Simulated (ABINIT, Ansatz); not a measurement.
**Sr2H6Os (Fm-3m): G0W0 with ABINIT, start to end**

It takes space group Fm-3m (No. 225, cubic). The conventional cell has a = 7.625 Å, b = 7.625 Å, c = 7.625 Å, α = 90.00°, β = 90.00°, γ = 90.00°. Sr has 12 H at 2.70 Å nearest. Nearest to H lie 1 Os at 1.72 Å and 4 H at 2.44 Å and 4 Sr at 2.70 Å. Nearest to Os lie 6 H at 1.72 Å. Farther neighbours, and contacts between anions beyond the nearest, are not listed.

- method: RPA screening on PBEsol, plane waves, norm-conserving pseudopotentials (and 2 further levels or steps)
- program: ABINIT 10.8.3
- settings: cutoff 33 Ha, PseudoDojo scalar-relativistic 0.4.1 standard, norm-conserving, ngkpt (2, 2, 2), nband 75, ecuteps 3.6 Ha, inclvkb 2, shiftk (0, 0, 0), symchi 1, awtr 1, frequency ppm, 2×2×2 k-mesh
- notes: The program’s warnings: nproc spkpt=  >= nkpt= * nsppol=. The cell and positions are those that the Materials Project relaxed with its own functionals (PBE, PBE+U or r2SCAN), kept fixed. Limits: no spin polarisation; d states lean on the start; no spin-orbit coupling. The 2×2×2 mesh is coarse for this cell, which bears on the long-range parts of exchange and screening. The runs have no spin polarisation. For a closed low-spin shell that is the natural state; where a d or f shell is open it is a constraint, and the gap is then not the crystal’s own.
- PBEsol gap: 2.32 eV, indirect
- G0W0 gap on the mesh: 3.45 eV
- GW settings: 2×2×2 mesh, 75 bands, screening to 98 eV, Godby-Needs plasmon pole
- known limits: short of the basis limit; no spin polarisation; d states lean on the start; no spin-orbit coupling; coarse k mesh

G0W0 moves the gap on the mesh from 2.32 eV to 3.45 eV (+1.13 eV), with Z of 0.80 and 0.84 at the edges. Local fields lower the RPA ε∞ on this mesh from 5.32 to 4.34; a Γ-centred mesh this coarse tends to raise both, most where the direct gap is narrow, while a short band sum lowers them.

[Paths, hosts, dates, memory and timing lines, banners, echoed tables and standing remarks are left out of the program output; an Ansatz launch command may be rebuilt from the run's recorded settings. Measured values are a selection of at most five: reports struck by readers or far from the other reports are left out. None is set beside runs whose start may be inverted or whose files or cutoffs have a known fault.]

[Runs of the session that timed out or met a known fault of the program may be left out.]

[Hosts, paths, dates, database ids (printed as entryN), source tags and the programs' standing remarks are cut or masked in the printed files.]

[G0W0 gaps are taken among the corrected bands and points alone; a level outside them can change the order at an edge.]

[Where Ansatz stands beside ABINIT at settings called matched, ABINIT's density can come from a denser mesh and the files from another edition; pairs whose starting gaps differed by over 0.03 eV were left out, so agreement reads better than it is.]
